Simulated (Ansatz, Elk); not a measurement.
# How far do independent atoms describe MgPbO2?, part 2 of 2

The structure of MgPbO2 used here is made up (a known structure type with other elements) and was relaxed beforehand with PBEsol. The aim is the Fourier transform of its all-electron density, F(hkl), set beside the sum over free spherical atoms that refinements use.

Elk 11.2.3 (patched build); all-electron DFT.

So far. Step 2 (Ground state and structure factors): The ions are Mg2+, Pb2+ and O2−, by formal charge.

The structure was built from a prototype and need not be the compound's stable phase.

### Step 4. Another functional

Level of this step: DFT, LDA (Perdew-Wang), all-electron APW+lo, Dirac cores, scalar-relativistic bands, static density, no spin (Elk).

The difference from free atoms is small, so it is set against the change that LDA (Perdew-Wang) makes.

The input, elk.in:

```
tasks
  0
  195

xctype
  3

spinpol
  .false.

rgkmax
  7.0

gmaxvr
  14.0

lmaxo
  7

lmaxapw
  8

swidth
  0.002

tshift
  .false.

ramdisk
  .false.

hmaxvr
  5.5

maxscl
  120

epspot
  1e-06

sppath
  './'

avec
  6.47756399534 -0.00000000000 0.00000000000
  -3.23878199767 5.60973497460 -0.00000000000
  0.00000000000 0.00000000000 11.95595009213

atoms
  3
  'Pb.in'
  1
  -0.0000000000 -0.0000000000 0.0093932643   0.000000 0.000000 0.000000
  'Mg.in'
  1
  0.6666666667 0.3333333333 0.5056493443   0.000000 0.000000 0.000000
  'O.in'
  2
  -0.0000000000 -0.0000000000 0.4367976567   0.000000 0.000000 0.000000
  0.6666666667 0.3333333333 0.8264597347   0.000000 0.000000 0.000000

ngridk
  8 8 4
```

Run with:

```sh
$ OMP_NUM_THREADS=4 elk
```

Numbers of over 12 decimals in the logs are rounded to 6 here.

The program printed:

```text
┌─────────────────────────┐
│ Elk code version 11.2.3 │
└─────────────────────────┘

All units are atomic (Hartree, Bohr, etc.)

┌─────────────────────────────────────────────────┐
│ Ground-state run starting from atomic densities │
└─────────────────────────────────────────────────┘

Lattice vectors :
   6.477563995      -0.000000000       0.000000000
  -3.238781998       5.609734975      -0.000000000
   0.000000000       0.000000000       11.95595009

Reciprocal lattice vectors :
  0.9699920081      0.5600251470      -0.000000000
[...]
species : 3 (O)
   atom 1                    :    7.196017214     ( -0.4326580786E-05)
   atom 2                    :    7.187166371     ( -0.4326401973E-05)
 total in muffin-tins        :    104.9034616
 total calculated charge     :    109.9978745
 total charge                :    110.0000000
 error                       :   0.2125461662E-02

┌──────────────────────────────┐
│ Self-consistent loop stopped │
└──────────────────────────────┘

Warning : the lowest level lies among the core levels :   -2.512195539      -2.602347720

Warning : core states of species 1 leak from the muffin-tin :   0.2988164701E-02

Wrote STATE.OUT
[key lines of the parts left out:]
total energy                :     -21266.630886374
```

Elapsed: 26 s, on 4 threads of Arm Neoverse V2, shared host; peak memory 0.21 GiB; 91 s of CPU time.

Against the first run R = 0.02 %; the largest change is -0.047 at 110.

### Step 5. Basis size

The basis and the expansions that go with it are enlarged, to see whether the differences are converged.

Changes to elk.in since step 4:

```diff
@@ -5,3 +5,3 @@
 xctype
-  3
+  20
 
@@ -11,12 +11,12 @@
 rgkmax
-  7.0
+  8.5
 
 gmaxvr
-  14.0
+  18.0
 
 lmaxo
-  7
+  9
 
 lmaxapw
-  8
+  10
```

Run with:

```sh
$ OMP_NUM_THREADS=4 elk
```

The program printed:

```text
┌─────────────────────────┐
│ Elk code version 11.2.3 │
└─────────────────────────┘

All units are atomic (Hartree, Bohr, etc.)

┌─────────────────────────────────────────────────┐
│ Ground-state run starting from atomic densities │
└─────────────────────────────────────────────────┘

Lattice vectors :
   6.477563995      -0.000000000       0.000000000
  -3.238781998       5.609734975      -0.000000000
   0.000000000       0.000000000       11.95595009

Reciprocal lattice vectors :
  0.9699920081      0.5600251470      -0.000000000
[...]
species : 3 (O)
   atom 1                    :    7.241515228     ( -0.2000628165E-06)
   atom 2                    :    7.231312786     ( -0.1998878356E-06)
 total in muffin-tins        :    104.9663917
 total calculated charge     :    109.9970370
 total charge                :    110.0000000
 error                       :   0.2963023679E-02

┌──────────────────────────────┐
│ Self-consistent loop stopped │
└──────────────────────────────┘

Warning : the lowest level lies among the core levels :   -2.518764354      -2.585148975

Warning : core states of species 1 leak from the muffin-tin :   0.2963375646E-02

Wrote STATE.OUT
[key lines of the parts left out:]
total energy                :     -21279.606079802
```

Wall time 1.9 min (4 threads); peak memory 0.29 GiB; 6.9 min of CPU time.

Against the first run R = 0.01 %; the largest change is +0.010 at 131.

### Step 6. Basis size

A smaller basis shows how fast F responds to it; the change is likely larger than the basis error of the first run, but doesn't show convergence.

Changes to elk.in since step 5:

```diff
@@ -11,12 +11,12 @@
 rgkmax
-  8.5
+  5.5
 
 gmaxvr
-  18.0
+  14.0
 
 lmaxo
-  9
+  7
 
 lmaxapw
-  10
+  8
```

Run with:

```sh
$ OMP_NUM_THREADS=4 elk
```

The program printed:

```text
┌─────────────────────────┐
│ Elk code version 11.2.3 │
└─────────────────────────┘

All units are atomic (Hartree, Bohr, etc.)

┌─────────────────────────────────────────────────┐
│ Ground-state run starting from atomic densities │
└─────────────────────────────────────────────────┘

Lattice vectors :
   6.477563995      -0.000000000       0.000000000
  -3.238781998       5.609734975      -0.000000000
   0.000000000       0.000000000       11.95595009

Reciprocal lattice vectors :
  0.9699920081      0.5600251470      -0.000000000
[...]
species : 3 (O)
   atom 1                    :    7.161887542     ( -0.2004770390E-06)
   atom 2                    :    7.152205961     ( -0.2003023547E-06)
 total in muffin-tins        :    104.7993087
 total calculated charge     :    109.9978138
 total charge                :    110.0000000
 error                       :   0.2186204272E-02

┌──────────────────────────────┐
│ Self-consistent loop stopped │
└──────────────────────────────┘

Warning : the lowest level lies among the core levels :   -2.538543625      -2.607158395

Warning : core states of species 1 leak from the muffin-tin :   0.2962171970E-02

Wrote STATE.OUT
[key lines of the parts left out:]
total energy                :     -21279.468419196
```

The job ended after 24 s (4 threads; peak memory 0.21 GiB).

Against the first run R = 0.02 %; the largest change is -0.067 at 110.

### Step 7. Settings against the effect

```
                              run  R against the first run (%)  R against neutral atoms, low angle (%)  wall time
                    PBE, rgkmax 7                         0.00                                    0.28       38 s
                LDA (Perdew-Wang)                         0.02                                    0.24       26 s
rgkmax 8.5 with larger expansions                         0.01                                    0.28    1.9 min
                       rgkmax 5.5                         0.02                                    0.25       24 s
```

### Step 8. Summary of results

```yaml
r_against_neutral_atoms_sin_theta_lambda_0p3_a_minus1: 0.28 %
r_against_neutral_atoms_0p3_to_0p82_a_minus1: 0.06 %
r_against_ions_below_0p3_a_minus1: 0.10 %
```

**Reading.** Independent neutral atoms miss the calculated amplitudes by R = 0.28 % below 0.3 Å⁻¹ and 0.06 % from there to 0.82 Å⁻¹; by shells, 0.54 % below 0.15 Å⁻¹ (1 form), 0.27 % 0.15 to 0.3 (10 forms), 0.06 % 0.3 to 0.45 (18 forms), 0.07 % above 0.45 (117 forms). Bonding, aspherical density and the tables' own atoms all enter these figures, and the runs don't part them. The largest change of an amplitude is -0.61 electrons, at 101. R counts amplitudes alone; phases shift too. Formal ions give R = 0.10 % at low angle, nearer than neutral atoms. The window's part falls from 14.0 electrons at the origin to at most 1.07 between 0.45 and 0.82 Å⁻¹, where compact states inside the window still scatter. Below 0.3 Å⁻¹ the changes that finished (LDA (Perdew-Wang), rgkmax 8.5 with larger expansions and rgkmax 5.5) move F by R = 0.04 % at most, against the 0.28 % that separates it from free atoms. The k-mesh has no finished test. Spin-orbit coupling is left out, which can matter for elements this heavy. Part of the difference isn't bonding: the tables are fits to free atoms and ions calculated by other methods than this functional. Thermal motion, anomalous dispersion and extinction are left out.

[Logs are printed without paths, hosts, clocks, repeated set-up lines and the standing remarks that a program may print on its own settings, such as how far it seeks lower states.]

[Hosts, paths, dates, database ids (printed as entryN), source tags and the programs' standing remarks are cut or masked in the printed files.]
